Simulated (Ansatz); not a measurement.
## Amorphous carbon (96 atoms): a reference run and its variants

Density of this cell: 2.69 g/cm³. The cell holds 96 atoms: 96 C. Its edges and angles: a = 8.925 Å, b = 8.925 Å, c = 8.925 Å, α = 90.0°, β = 90.0°, γ = 90.0°. 96 atoms (96 C) placed at random at 2.69 g/cm³, melted at 6000 K for 10 ps at fixed volume with the Tersoff potential (Tersoff, Phys. Rev. B 39, 5566 (1989)). Quenched from 6000 K to 700 K at 200 K/ps and fixed volume, held 5 ps.

Geometry: as built.

Reference run: Kohn-Sham DFT, PBE, PAW (set soft_2), plane waves (Ansatz 0.2.0), cutoff 420 eV, k-mesh 2×2×2, gaussian smearing of 0.05 eV.

- r.m.s. force component: 1.862 eV/Å
- pressure: -1.816 GPa
- spacing of highest filled and lowest empty level: 0.0119 eV
- SCF cycles: 10
- time: 68 s on 4 threads of Arm Neoverse V2, shared host

Q: Estimate how much each variant changes the results, and its time and memory.
- support functions medium
- support functions low
- support functions high
- support functions medium, radius 3.07 Å
- support functions medium, radius 3.32 Å
- support functions medium, radius 3.54 Å
- support functions medium, radius 3.8 Å
- support functions medium, radius 4.27 Å
- hamiltonian.xc = "revpbe"

Differences are against the plane-wave reference (Kohn-Sham DFT, PBE, PAW (set soft_2), plane waves), whose r.m.s. force component is 1.86 eV/Å. Energies are set beside the reference only for runs with its functional, potentials and electron count. Times are for 4 threads of Arm Neoverse V2, shared host. The reference's time includes the DOS, ELF, the stress and grids, which some other runs skip.

| run | Δ force, r.m.s. (meV/Å) | share of r.m.s. force (%) | Δ energy (meV/atom) | Δ pressure (GPa) | cycles | time | host memory (GiB) |
| --- | --- | --- | --- | --- | --- | --- | --- |
| reference | - | - | - | - | 10 | 68 s | 4.4 |
| support functions medium | 1.11 | 0.0599 | -3.63 | - | 14 | 1.8 min | 2.4 |
| support functions low | 1.11 | 0.0595 | -3.63 | - | 13 | 1.7 min | 2.4 |
| support functions high | 0.943 | 0.0507 | -3.64 | - | 18 | 4.3 min | 4.1 |
| support functions medium, radius 3.07 Å | 1.12 | 0.0603 | -3.63 | - | 14 | 1.7 min | 2.3 |
| support functions medium, radius 3.32 Å | 1.12 | 0.0603 | -3.63 | - | 14 | 2 min | 2.6 |
| support functions medium, radius 3.54 Å | 1.12 | 0.06 | -3.63 | - | 14 | 2.4 min | 2.9 |
| support functions medium, radius 3.8 Å | 1.11 | 0.0597 | -3.63 | - | 14 | 2.8 min | 3.4 |
| support functions medium, radius 4.27 Å | 1.11 | 0.0595 | -3.63 | - | 14 | 4.3 min | 4.3 |
| hamiltonian.xc = "revpbe" | 26.6 | 1.43 | - | 3.50 | 10 | 62 s | 4.4 |

Among numerical settings the force difference runs from 0.94 meV/Å (support functions high) to 1.1 meV/Å (support functions medium, radius 3.07 Å). At 96 atoms the fastest of the runs at a preset level, support functions low, takes roughly 1.5 times the time of plane waves (whose run also made extra analyses, so the like-for-like ratio is larger), in 13 SCF cycles against 10. Differences between support functions and plane waves include what basis error the plane-wave run still has. The force difference hardly changes among these support-function runs, which points to the basis of the plane-wave reference as its main source. As the radius goes from 3.07 to 4.27 Å, the force difference goes from 1.1 to 1.1 meV/Å, and the time from 1.7 min to 4.3 min. 

[Hosts, paths, dates, database ids (printed as entryN), source tags and the programs' standing remarks are cut or masked in the printed files.]
